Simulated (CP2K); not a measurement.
Consider methylallene at its PBE geometry (Å).

```xyz
10

C     2.0887    0.2789   -0.1760
C     0.8619   -0.1839   -0.1680
C    -0.3691   -0.6375   -0.1565
C    -1.5801    0.1631    0.2521
H     2.7327    0.2000    0.7029
H     2.5093    0.7631   -1.0603
H    -0.5381   -1.6747   -0.4660
H    -2.3069    0.2211   -0.5723
H    -2.0947   -0.3132    1.1007
H    -1.3038    1.1832    0.5434
```

Method: CP2K XAS_TDP, all-electron GAPW, PBEh(45%), aug-cc-pVDZ, TDA, GW2X-corrected core level, no relativity.

**Question.** Where do the C K-edge lines lie, and how strong are they?

Leading lines: C1 287.72 eV, C2 287.35 eV, C3 287.83 eV and C4 290.76 eV. The leading line of an atom is its first one with 35 % of the strongest within 2.5 eV of its lowest line over the strength cut. Core ionisation energies at this level: C2 292.21, C3 292.13, C1 292.10 and C4 292.24 eV.

The first six lines of each atom with a strength over 0.0015:

| atom | energy (eV) | states | strength, one atom | above the computed threshold |
| --- | --- | --- | --- | --- |
| C1 (bonded to C and 2 H) | 287.72 | 1 | 0.0453 |  |
|  | 289.76 | 1 | 0.0055 |  |
|  | 290.24 | 1 | 0.0031 |  |
|  | 291.29 | 1 | 0.0086 |  |
|  | 291.30 | 1 | 0.0022 |  |
|  | 291.45 | 1 | 0.0034 |  |
| C2 (bonded to 2 C) | 287.35 | 1 | 0.0561 |  |
|  | 287.67 | 1 | 0.0540 |  |
|  | 293.55 | 1 | 0.0035 | yes |
|  | 293.82 | 1 | 0.0019 | yes |
|  | 295.39 | 1 | 0.0023 | yes |
|  | 297.89 | 1 | 0.0016 | yes |
| C3 (bonded to 2 C and H) | 287.83 | 1 | 0.0496 |  |
|  | 289.51 | 1 | 0.0046 |  |
|  | 290.57 | 1 | 0.0020 |  |
|  | 291.10 | 1 | 0.0047 |  |
|  | 292.56 | 1 | 0.0022 | yes |
|  | 292.93 | 1 | 0.0034 | yes |
| C4 (bonded to C and 3 H) | 290.53 | 1 | 0.0022 |  |
|  | 290.76 | 1 | 0.0152 |  |
|  | 291.06 | 2 | 0.0376 |  |
|  | 291.37 | 1 | 0.0015 |  |
|  | 291.98 | 1 | 0.0058 |  |
|  | 292.23 | 1 | 0.0024 |  |

Lines are vertical, at one geometry, with no vibrational structure. GW2X ionisation energies and lines can be off by 1 to 2 eV either way, and a good line position may hide errors that cancel. These values hold no scalar relativity, about 0.1 eV for C 1s. Rydberg lines, and the discretised continuum above threshold, depend on the basis and the box.

[Banner, clock and machine lines of the logs are left out without a mark of their own.]

[Logs are printed without paths, hosts, clocks, repeated set-up lines and the standing remarks that a program may print on its own settings, such as how far it seeks lower states.]

[Hosts, paths, dates, database ids (printed as entryN), source tags and the programs' standing remarks are cut or masked in the printed files.]
